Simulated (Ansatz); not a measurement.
## YBRh3 (Pm-3m): phonons and vibrational spectra

How does YBRh3 (Pm-3m) vibrate, and is this structure a minimum?

Program: Ansatz 0.2.0. Level of theory: DFT PBEsol, scalar-relativistic, plane waves, PAW; PAW set soft_1. Results are calculated unless marked as measured.

## 1. Set-up

It takes space group Pm-3m (No. 221, cubic). Conventional cell: a = 4.164 Å, b = 4.164 Å, c = 4.164 Å, α = 90.00°, β = 90.00°, γ = 90.00°. Y has 12 Rh at 2.94 Å and 8 B at 3.61 Å nearest. Nearest to B lie 6 Rh at 2.08 Å and 8 Y at 3.61 Å. Nearest to Rh lie 2 B at 2.08 Å and 8 Rh at 2.94 Å and 4 Y at 2.94 Å. Farther neighbours are not listed.

## 2. Relaxation

Harmonic phonons are second derivatives at a point where the forces vanish, and they are wanted at zero stress, so atoms and cell are relaxed first.

input.yaml reads:

```yaml
crystal:
  lattice:
    - [4.1641, 0.0, 0.0]
    - [0.0, 4.1641, 0.0]
    - [0.0, 0.0, 4.1641]
  atoms:
    - { symbol: "Y", position: [0.0, 0.0, 0.0] }
    - { symbol: B, position: [0.5, 0.5, 0.5] }
    - { symbol: Rh, position: [0.0, 0.5, 0.5] }
    - { symbol: Rh, position: [0.5, 0.0, 0.5] }
    - { symbol: Rh, position: [0.5, 0.5, 0.0] }
kpoints:
  mp_grid: { grid: [8, 8, 8] }
hamiltonian:
  xc: pbesol
  pseudopotentials: { kind: paw, azcp: { folder: soft_1 }, xc_functional: pbe }
scf:
  occupations: { method: gaussian, width: 0.1 }
output:
  forces: true
  stress: true
  eigenvalues: true
  write_density: true
  write_potential: true
  elf: true
  volumetric_format: npy
relax:
  adjacent_minimum: "off"
  f_tol: 0.005
  max_steps: 80
  cell: { stress_tol: 0.05 }
```

Launch:

```
$ ansatz run input.yaml --threads 4 --pin off --max-ram 10240MiB --backend cpu --events-out ev --progress --plain --runs-dir out
```

Numbers of over 12 decimals in the logs are rounded to 6 here.

The program printed:

```text
Engine: ansatz 0.2.0, aarch64-unknown-linux-gnu
Pseudopotentials: kind: paw
Pseudopotential: Y, paw, valence charge 11, recommended cutoff 420 eV (normal), soft_1/Y.paw.azcp
Pseudopotential: B, paw, valence charge 3, recommended cutoff 420 eV (normal), soft_1/B.paw.azcp
Pseudopotential: Rh, paw, valence charge 17, recommended cutoff 420 eV (normal), soft_1/Rh.paw.azcp
Functional definition: PBEsol
  exchange = pbesol_x
  correlation = pbesol_c
Crystal: 5 atoms, lattice volume = 72.204 Å³
Basis set: ecut = 420 eV, 1365 PW (Γ), exchange–correlation on 60×60×60 points (8 copies of the dense FFT grid, shifted against one another)
Bands: 39, of which v1, the nominal top of the filled ones, is band 33 counted from 1 (32 counted from 0)
Symmetry: 48 space group operations
Space group: Pm-3m (ITA 221), of the structure as read, at distance tolerance 4.2e-5 Å
k-points: 35 of 512
Non-local potential: Y, projectors of the file, l = 0: 3, l = 1: 2, l = 2: 2, l = 3: 1
Non-local potential: B, projectors of the file, l = 0: 2, l = 1: 2, l = 2: 1
Non-local potential: Rh, projectors of the file, l = 0: 3, l = 1: 2, l = 2: 2, l = 3: 1
PAW form: soft (Blöchl's): semilocal exchange-correlation on the pseudo side does not see the compensation charge
PAW frozen core: Y, regenerated for the run's functional, and the local potential with it (the file was generated under x = pbe(κ = 0.804, μ = 0.219515), c = pbe(β = 0.066725))
PAW frozen core: B, regenerated for the run's functional, and the local potential with it (the file was generated under x = pbe(κ = 0.804, μ = 0.219515), c = pbe(β = 0.066725))
PAW frozen core: Rh, regenerated for the run's functional, and the local potential with it (the file was generated under x = pbe(κ = 0.804, μ = 0.219515), c = pbe(β = 0.066725))
PAW one-centre angular grid: Y, 590 points (default); XC on 64 Gauss nodes
PAW one-centre angular grid: B, 110 points (default); XC on 64 Gauss nodes
PAW one-centre angular grid: Rh, 590 points (default); XC on 64 Gauss nodes
Initial density: superposition of atomic densities (chi_scale 0.1, normalization cell, long waves kept (reshape's long-wave potential 0.00 eV rms))
Initial wavefunctions: pseudopotential atomic-orbital guess
Functional: x = pbesol(κ = 0.804, μ = 0.123457), c = pbesol(β = 0.046)
SCF iter   1: F=—  HF=-22975.541294 eV  |F-HF|=—  |Δ(HF+E_count)|=         —  Δρ=2.02e-1  dr2=4.37e1  ethr=3.10e-3  ⟨swp⟩=5.2  Hψ=4378  notcnv=0
preconditioner: auto → Resta (q_TF=auto, 2.681 Å⁻¹)  ε∞=11.0  [insulator: Δε(μ)=0.106 eV  Ē_g=8.620 eV  σ=0.100 eV  W_gap=0.51  n_scr=26 (ndim 8)  ℏωp=27.3 eV  f_vac=0.000  D(μ)=2.51/eV (n_scr^D=18)  ε∞_Penn≈11.0]
SCF iter   2: F=—  HF=-22969.334401 eV  |F-HF|=—  |Δ(HF+E_count)|=    6.21e0  Δρ=7.81e-2  dr2=7.42e0  ethr=3.10e-3  ⟨swp⟩=2.8  Hψ=2917  notcnv=0  defer=44
preconditioner: auto → Kerker (q_TF=auto, 2.681 Å⁻¹)  [metal: Δε(μ)=0.048 eV  Ē_g=8.563 eV  σ=0.100 eV  W_gap=0.26  n_scr=26 (ndim 8)  ℏωp=27.3 eV  f_vac=0.000  D(μ)=3.28/eV (n_scr^D=26)]
SCF iter   3: F=—  HF=-22968.165420 eV  |F-HF|=—  |Δ(HF+E_count)|=    1.17e0  Δρ=1.78e-2  dr2=4.24e-1  ethr=3.10e-3  ⟨swp⟩=2.4  Hψ=2351  notcnv=0  defer=45
SCF iter   4: F=—  HF=-22968.043027 eV  |F-HF|=—  |Δ(HF+E_count)|=   1.22e-1  Δρ=5.11e-3  dr2=2.91e-2  ethr=6.53e-4  ⟨swp⟩=2.6  Hψ=2267  notcnv=0  defer=45
SCF iter   5: F=—  HF=-22968.038293 eV  |F-HF|=—  |Δ(HF+E_count)|=   4.73e-3  Δρ=1.71e-3  dr2=3.64e-3  ethr=4.48e-5  ⟨swp⟩=1.9  Hψ=1705  notcnv=0  defer=45
SCF iter   6: F=—  HF=-22968.037065 eV  |F-HF|=—  |Δ(HF+E_count)|=   1.23e-3  Δρ=3.92e-4  dr2=1.23e-4  ethr=5.60e-6  ⟨swp⟩=2.0  Hψ=1958  notcnv=0  defer=45
SCF iter   7: F=—  HF=-22968.037034 eV  |F-HF|=—  |Δ(HF+E_count)|=   3.07e-5  Δρ=5.30e-5  dr2=1.14e-6  ethr=1.89e-7  ⟨swp⟩=2.0  Hψ=2027  notcnv=0  defer=45
SCF iter   8: F=—  HF=-22968.037062 eV  |F-HF|=—  |Δ(HF+E_count)|=   2.73e-5  Δρ=1.09e-5  dr2=6.83e-8  ethr=1.54e-10  ⟨swp⟩=13.3  Hψ=9347  notcnv=0
SCF iter   9: F=-22968.037062 eV  HF=-22968.037062 eV  |F-HF|=2.59e-9  |Δ(HF+E_count)|=   3.43e-9  Δρ=2.83e-6  dr2=5.31e-9  ethr=1.05e-10  ⟨swp⟩=5.7  Hψ=7339  notcnv=0
SCF 1 converged in 9 iterations: F = -22968.037062 eV  dr2 = 5.31e-9
  greatest PAW one-centre occupation: 0.999 electrons in one spin orbital (limit 2), on the Rh atom at site 4 (counted from 0), in its partial waves of l = 0
relax step   1: F+E_penalty+E_count = -22968.03706172 eV  Δ(F+E_penalty+E_count) = +0.000e0 eV  max|allowed force component| = 6.408e-29 eV/Å  Δτ_max = 0.0000 Å  P = -2.074 GPa  Ω = 72.204 Å³  (9 SCF iters, dr2 threshold 1.00e-7 eV, accepted)
Crystal: 5 atoms, lattice volume = 71.109 Å³
Basis set: ecut = 420 eV, 1357 PW (Γ), exchange–correlation on 60×60×60 points (8 copies of the dense FFT grid, shifted against one another)
Initial density: handed on by an earlier stage of this run
Initial wavefunctions: those handed on with the density
iter 1 solved again at ethr=1.98e-5 eV; its pass at ethr=3.10e-3 eV (dr2=1.29e-2 eV) is discarded
SCF iter   1: F=—  HF=-22968.044076 eV  |F-HF|=—  |Δ(HF+E_count)|=         —  Δρ=3.39e-3  dr2=1.24e-2  ethr=1.98e-5  ⟨swp⟩=1.0  Hψ=5828  notcnv=0
preconditioner: auto → Kerker (q_TF=auto, 2.688 Å⁻¹)  [metal: Δε(μ)=0.019 eV  Ē_g=8.808 eV  σ=0.100 eV  W_gap=0.11  n_scr=26 (ndim 8)  ℏωp=27.5 eV  f_vac=0.000  D(μ)=3.92/eV (n_scr^D=32)]
SCF iter   2: F=—  HF=-22968.042151 eV  |F-HF|=—  |Δ(HF+E_count)|=   1.93e-3  Δρ=1.55e-3  dr2=2.75e-3  ethr=1.90e-5  ⟨swp⟩=1.2  Hψ=1373  notcnv=0
SCF iter   3: F=—  HF=-22968.041577 eV  |F-HF|=—  |Δ(HF+E_count)|=   5.73e-4  Δρ=3.51e-4  dr2=1.40e-4  ethr=4.23e-6  ⟨swp⟩=2.0  Hψ=1825  notcnv=0
SCF iter   4: F=—  HF=-22968.041560 eV  |F-HF|=—  |Δ(HF+E_count)|=   1.75e-5  Δρ=7.70e-5  dr2=8.01e-6  ethr=2.16e-7  ⟨swp⟩=2.0  Hψ=1875  notcnv=0
iter 5 did not close the SCF: its close was put off for the readings that it lacked (scf_convergence_deferred on its scf_iter line)
SCF iter   5: F=-22968.041558 eV  HF=-22968.041558 eV  |F-HF|=1.83e-7  |Δ(HF+E_count)|=   1.95e-6  Δρ=1.56e-5  dr2=2.76e-7  ethr=1.23e-8  ⟨swp⟩=2.0  Hψ=1843  notcnv=0
SCF iter   6: F=-22968.041558 eV  HF=-22968.041558 eV  |F-HF|=1.16e-9  |Δ(HF+E_count)|=   7.64e-8  Δρ=3.31e-6  dr2=5.15e-9  ethr=4.25e-10  ⟨swp⟩=6.3  Hψ=8344  notcnv=0
SCF 2 converged in 6 iterations: F = -22968.041558 eV  dr2 = 5.15e-9
  greatest PAW one-centre occupation: 0.999 electrons in one spin orbital (limit 2), on the Rh atom at site 2 (counted from 0), in its partial waves of l = 0
relax step   2: F+E_penalty+E_count = -22968.04155792 eV  Δ(F+E_penalty+E_count) = -4.496e-3 eV  max|allowed force component| = 1.441e-29 eV/Å  Δτ_max = 0.0000 Å  P = +0.975 GPa  Ω = 71.109 Å³  energy of the carried Pulay correction = +5.936e-4 eV  (6 SCF iters, dr2 threshold 5.00e-7 eV, accepted)
Crystal: 5 atoms, lattice volume = 71.456 Å³
iter 1 solved again at ethr=1.76e-6 eV; its pass at ethr=3.10e-3 eV (dr2=1.15e-3 eV) is discarded
SCF iter   1: F=—  HF=-22968.042637 eV  |F-HF|=—  |Δ(HF+E_count)|=         —  Δρ=1.07e-3  dr2=1.25e-3  ethr=1.76e-6  ⟨swp⟩=2.7  Hψ=5224  notcnv=0
preconditioner: auto → Kerker (q_TF=auto, 2.686 Å⁻¹)  [metal: Δε(μ)=0.019 eV  Ē_g=8.794 eV  σ=0.100 eV  W_gap=0.10  n_scr=26 (ndim 8)  ℏωp=27.4 eV  f_vac=0.000  D(μ)=3.93/eV (n_scr^D=32)]
SCF iter   2: F=—  HF=-22968.042446 eV  |F-HF|=—  |Δ(HF+E_count)|=   1.91e-4  Δρ=4.92e-4  dr2=2.77e-4  ethr=1.76e-6  ⟨swp⟩=1.4  Hψ=1390  notcnv=0
SCF iter   3: F=—  HF=-22968.042404 eV  |F-HF|=—  |Δ(HF+E_count)|=   4.15e-5  Δρ=1.12e-4  dr2=1.41e-5  ethr=4.26e-7  ⟨swp⟩=2.0  Hψ=1832  notcnv=0
SCF iter   4: F=—  HF=-22968.042400 eV  |F-HF|=—  |Δ(HF+E_count)|=   4.28e-6  Δρ=2.44e-5  dr2=8.11e-7  ethr=2.17e-8  ⟨swp⟩=2.0  Hψ=1875  notcnv=0
iter 5 did not close the SCF: its close was put off for the readings that it lacked (scf_convergence_deferred on its scf_iter line)
SCF iter   5: F=-22968.042400 eV  HF=-22968.042400 eV  |F-HF|=1.68e-8  |Δ(HF+E_count)|=   1.98e-7  Δρ=4.83e-6  dr2=2.59e-8  ethr=1.25e-9  ⟨swp⟩=2.0  Hψ=1825  notcnv=0
SCF iter   6: F=-22968.042400 eV  HF=-22968.042400 eV  |F-HF|=1.02e-10  |Δ(HF+E_count)|=   7.19e-9  Δρ=1.03e-6  dr2=5.01e-10  ethr=3.98e-11  ⟨swp⟩=5.0  Hψ=7470  notcnv=0
SCF 3 converged in 6 iterations: F = -22968.042400 eV  dr2 = 5.01e-10
relax step   3: F+E_penalty+E_count = -22968.04239990 eV  Δ(F+E_penalty+E_count) = -8.420e-4 eV  max|allowed force component| = 8.457e-29 eV/Å  Δτ_max = 0.0000 Å  P = -0.018 GPa  Ω = 71.456 Å³  energy of the carried Pulay correction = +4.047e-4 eV  (6 SCF iters, dr2 threshold 5.00e-7 eV, accepted)
Initial wavefunctions: pseudopotential atomic-orbital guess (no wavefunctions were taken with the density)
iter 1 solved again at ethr=1.94e-7 eV; its pass at ethr=3.10e-3 eV (dr2=1.26e-4 eV) is discarded
SCF iter   1: F=—  HF=-22968.041969 eV  |F-HF|=—  |Δ(HF+E_count)|=         —  Δρ=2.11e-5  dr2=4.78e-8  ethr=1.94e-7  ⟨swp⟩=3.0  Hψ=7766  notcnv=0
eigensolver tolerance schedule: the retry pair's looser diagonalisation over-reported the residual by 2637.40 of it (diagonalisation noise at 0.20 of the residual, at the tolerance the schedule requests for it); recorded, not acted on — ethr = c·dr2/N_el stays at c = 1.0e-1
preconditioner: auto → Kerker (q_TF=auto, 2.686 Å⁻¹)  [metal: Δε(μ)=0.019 eV  Ē_g=8.791 eV  σ=0.100 eV  W_gap=0.10  n_scr=26 (ndim 8)  ℏωp=27.4 eV  f_vac=0.000  D(μ)=3.93/eV (n_scr^D=32)]
SCF iter   2: F=—  HF=-22968.041988 eV  |F-HF|=—  |Δ(HF+E_count)|=   1.95e-5  Δρ=1.06e-5  dr2=1.08e-8  ethr=7.36e-11  ⟨swp⟩=2.1  Hψ=2499  notcnv=0
SCF iter   3: F=—  HF=-22968.041988 eV  |F-HF|=—  |Δ(HF+E_count)|=   1.28e-8  Δρ=1.39e-6  dr2=3.05e-10  ethr=1.66e-11  ⟨swp⟩=2.6  Hψ=2679  notcnv=0
iter 4 did not close the SCF: its close was put off for the readings that it lacked (scf_convergence_deferred on its scf_iter line)
SCF iter   4: F=-22968.041988 eV  HF=-22968.041988 eV  |F-HF|=3.64e-12  |Δ(HF+E_count)|=  2.51e-10  Δρ=1.25e-7  dr2=5.52e-12  ethr=1.00e-12  ⟨swp⟩=1.0  Hψ=1365  notcnv=0
iter 5 did not close the SCF: its close was put off for the readings that it lacked (scf_convergence_deferred on its scf_iter line)
SCF iter   5: F=-22968.041988 eV  HF=-22968.041988 eV  |F-HF|=0.00e0  |Δ(HF+E_count)|=    0.00e0  Δρ=4.19e-8  dr2=1.18e-12  ethr=1.00e-12  ⟨swp⟩=1.0  Hψ=1365  notcnv=0
iter 6 did not close the SCF: its close was put off for the readings that it lacked (scf_convergence_deferred on its scf_iter line)
SCF iter   6: F=-22968.041988 eV  HF=-22968.041988 eV  |F-HF|=7.28e-12  |Δ(HF+E_count)|=  3.64e-12  Δρ=1.07e-8  dr2=1.02e-13  ethr=1.00e-12  ⟨swp⟩=1.0  Hψ=1365  notcnv=0
iter 7 did not close the SCF: its close was put off for the readings that it lacked (scf_convergence_deferred on its scf_iter line)
SCF iter   7: F=-22968.041988 eV  HF=-22968.041988 eV  |F-HF|=7.28e-12  |Δ(HF+E_count)|=    0.00e0  Δρ=3.91e-9  dr2=1.70e-14  ethr=1.00e-12  ⟨swp⟩=1.0  Hψ=1365  notcnv=0
SCF iter   8: F=-22968.041988 eV  HF=-22968.041988 eV  |F-HF|=1.46e-11  |Δ(HF+E_count)|=  7.28e-12  Δρ=5.41e-10  dr2=2.01e-16  ethr=1.00e-12  ⟨swp⟩=2.2  Hψ=3522  notcnv=0
SCF 4 converged in 8 iterations: F = -22968.041988 eV  dr2 = 2.01e-16
relax step   4: F+E_penalty+E_count = -22968.04198806 eV  Δ(F+E_penalty+E_count) = +4.118e-4 eV  max|allowed force component| = 1.337e-28 eV/Å  Δτ_max = 0.0000 Å  P = -0.020 GPa  Ω = 71.456 Å³  stress off target by 2.05e-2 GPa  SCF on the basis re-selected at this cell (its energy is not comparable with the rows above)  (8 SCF iters)
basis re-selected at this cell: Δ(F+E_penalty+E_count) = +4.118e-4 eV, ΔP = -0.002 GPa vs the last step (what re-selecting the basis moved, of the pressure what is left beyond the Pulay correction that the steps carried, after the strain that the cell walked since its last selection, with what the two solves' SCF thresholds leave and, on support functions, any second-order correction that the steps lacked; it is no m [...]
SCF converged after 8 iterations
Free energy (F): -22968.041988 eV
Harris-Foulkes:  -22968.041988 eV  (|F-HF|=1.46e-11)
Internal energy: -22968.022332 eV  (E = F + TS)
E sigma→0 (E₀):  -22968.032160 eV
Entropy (-TS):   -0.019656 eV (-3.931 meV/atom)
Fermi energy:    17.811712 eV
--- Per-component energies (eV) ---
  E_band       = -451.449868
  E_kinetic    = 1984.177141
  E_local      = -5902.983695  (includes V_loc(G=0)·N_el)
  E_nonlocal   = 940.155379
  E_hartree    = 2223.176075
  E_xc         = -814.956154
  E_vxc        = -1005.679135  (∫ρ·V_xc dr)
  E_paw        = -13461.214331  (= ΣΔE_a)
  E_vpaw       = -913.472010  (= ΣTr[D̂ρ^β])
  E_aug_tail   = 0.000303  (compensation charges beyond the density's cutoff)
  E_ewald      = -7937.369136
  E_core_change = 0.992086  (= ΣΔE_core)
  E_smearing   = -0.019656  (= −TS)
  E_closure    = -0.000000  (closes the sum)
  Σ components = -22968.041988   (vs F -22968.041988, Δ=0.00e0)
--- Forces (eV/Å), atoms counted from 1 ---
  atom   1  Y     -0.00000000     0.00000000     0.00000000
  atom   2  B     -0.00000000    -0.00000000     0.00000000
  atom   3  Rh    -0.00000000     0.00000000    -0.00000000
  atom   4  Rh    -0.00000000    -0.00000000    -0.00000000
  atom   5  Rh     0.00000000     0.00000000    -0.00000000
  max |Σ_I F_I| component: 1.31e-28 eV/Å
--- Stress (GPa, compression-positive) ---
       -0.020499      -0.000000      -0.000000
       -0.000000      -0.020499       0.000000
       -0.000000       0.000000      -0.020499
  P = ⅓ Tr σ = -0.0205 GPa (-0.205 kbar)
--- Band table (eV; the first three rows and the last of 35) ---
  k-point 0: bands = [... 29 lower, 17.1139, 17.1139, 18.1032, 18.1089, 18.1089, 18.1089, 21.6513, 21.6513, ... 2 higher]
  k-point 1: bands = [... 29 lower, 16.6704, 17.4375, 17.9880, 18.1093, 18.6000, 18.6000, 21.5811, 21.8623, ... 2 higher]
  k-point 2: bands = [... 29 lower, 16.5425, 17.2190, 17.6601, 18.1100, 19.2715, 19.2715, 21.3988, 22.2063, ... 2 higher]
  k-point 34: bands = [... 29 lower, 17.9388, 17.9388, 17.9388, 19.3635, 19.3635, 19.3635, 20.0895, 20.0895, ... 2 higher]
--- Relaxed structure (3 steps of the walk, 3 accepted, 1 SCFs on fresh bases) ---
  F+E_penalty+E_count = -22968.04198806 eV   max|allowed force component| = 1.337e-28 eV/Å   (the final SCF, on the basis selected at the relaxed cell)
  cell:  # Å, volume = 71.4559 Å³
    - [4.149661, 0, 0.0]
    - [0, 4.149661, 0]
    - [0, 0, 4.149661]
  atoms:
    - { symbol: Y, position: [0, 0, 0] }
    - { symbol: B, position: [0.500000, 0.500000, 0.500000] }
    - { symbol: Rh, position: [0, 0.500000, 0.500000] }
    - { symbol: Rh, position: [0.500000, 0, 0.500000] }
    - { symbol: Rh, position: [0.500000, 0.500000, 0] }
```

Wall time 7.3 s (4 threads of Arm Neoverse V1, shared host); peak memory 0.45 GiB.

Relaxation path:

| step | energy less that of the first step (eV) | largest force component (eV/Å) | pressure (GPa) | volume (Å³) |
| --- | --- | --- | --- | --- |
| 1 | 0.0000 | 0.0000 | -2.07 | 72.20 |
| 2 | -0.0045 | 0.0000 | 0.98 | 71.11 |
| 3 | -0.0053 | 0.0000 | -0.02 | 71.46 |
| 4* | -0.0049 | 0.0000 | -0.02 | 71.46 |

Relaxation steps marked * repeat the geometry before them on a plane-wave basis chosen anew for their cell, so energy and pressure can jump there.

Forces are held to the 48 operations that the run works with; a distortion that breaks them can't arise in this run.

```
conventional cell, symmetrised  before  after  change
                         a (Å)   4.164  4.150  -0.3 %
                         b (Å)   4.164  4.150  -0.3 %
                         c (Å)   4.164  4.150  -0.3 %
              volume (Å³/atom)   14.44  14.29  -1.0 %
```

Final coordinates:

```
Y B Rh
1.0
     4.14966    0.00000    0.00000
     0.00000    4.14966    0.00000
     0.00000    0.00000    4.14966
Y B Rh
1 1 3
Cartesian
  0.0000 0.0000 0.0000
  2.0748 2.0748 2.0748
  0.0000 2.0748 2.0748
  2.0748 0.0000 2.0748
  2.0748 2.0748 0.0000
```

Numbers from this step:

```
pressure          : -0.02050 GPa
volume per atom   : 14.29 Å³
gap on the k-mesh : 0 eV
```

ELF in the ac plane at fractional y = 0.500, with atoms of B and Rh within 0.2 Å of it. It is the smooth field of the valence electrons, not physical close to the nuclei.

Ten even steps from '0' (0.00) to '9' (0.75), each cell a mean:
```
33335799863333
33333588753333
33333345433333
43334445444333
76435777774356
98636742574478
99746600275589
99646720474489
87436776774357
54335666654335
33333344333333
33333467643333
33334799863333
33335899974333
```
Columns run along a (4.1 Å), rows up along c (4.1 Å). Atoms in or near the plane, at fractional coordinates: B at (0.50, 0.50), Rh at (0.00, 0.50), Rh at (0.50, 0.00).

Electrostatic potential energy in the ac plane at fractional y = 0.500, with atoms of B and Rh within 0.2 Å of it. With pseudopotentials it is smooth inside the atoms' cores, unlike the true potential.

Values in eV, 14 rows by 14 columns, each cell a mean:
```
 21  21  20  16  -6 -33 -55 -58 -49 -27   6  17  21  21
 21  21  20  18   5 -17 -38 -43 -32 -11  12  18  20  21
 17  18  19  19  15   8  -5  -8  -1  10  17  19  18  17
  3   8  15  18  18  15  10   9  12  16  18  17  12   6
-32 -24  -2  12  16  12   1  -2   6  13  16  10 -11 -27
-54 -46 -20   5  12   1 -18 -22 -12   6  12  -1 -32 -49
-60 -56 -30  -2   9  -8 -25 -24 -22  -2   9  -8 -43 -58
-60 -52 -26   1  10  -4 -23 -25 -18   1  10  -5 -38 -55
-38 -30  -7  11  15  10  -4  -8   1  12  15   8 -17 -33
-10  -3  10  16  17  15  10   9  12  16  18  15   5  -6
 15  16  18  19  16  11   1  -2   5  12  18  19  18  16
 20  20  20  18  10  -7 -26 -30 -20  -2  15  19  20  20
 21  21  20  16  -3 -30 -52 -56 -46 -24   8  18  21  21
 21  21  20  15 -10 -38 -60 -60 -54 -32   3  17  21  21
```
Columns run along a (4.1 Å; values clipped at the 3rd and 97th percentile), rows up along c (4.1 Å). Atoms in or near the plane, at fractional coordinates: B at (0.50, 0.50), Rh at (0.00, 0.50), Rh at (0.50, 0.00).

Valence density in the ac plane at fractional y = 0.500, with atoms of B and Rh within 0.2 Å of it. It is the smooth field of the valence electrons, not physical close to the nuclei.

Ten even steps from '_' (0 e/Å³) to '@' (13 e/Å³), each cell a mean:
```
__________--##%%++::________
__________..--==--..________
______________..____________
____________________________
--::____________________..::
**++..__________________--++
@@##::________________..==%%
%%**::__________________--##
==::____________________..--
..__________________________
____________________________
____________::::..__________
__________::**##++::________
________..==%%@@**--________
```
Columns run along a (4.1 Å), rows up along c (4.1 Å). Atoms in or near the plane, at fractional coordinates: B at (0.50, 0.50), Rh at (0.00, 0.50), Rh at (0.50, 0.00).

In this step the volume went from 14.44 to 14.29 Å³/atom.

(Continued in part 2 of 3.)

[Logs are printed without paths, hosts, clocks, repeated set-up lines and the standing remarks that a program may print on its own settings, such as how far it seeks lower states.]

[Hosts, paths, dates, database ids (printed as entryN), source tags and the programs' standing remarks are cut or masked in the printed files.]
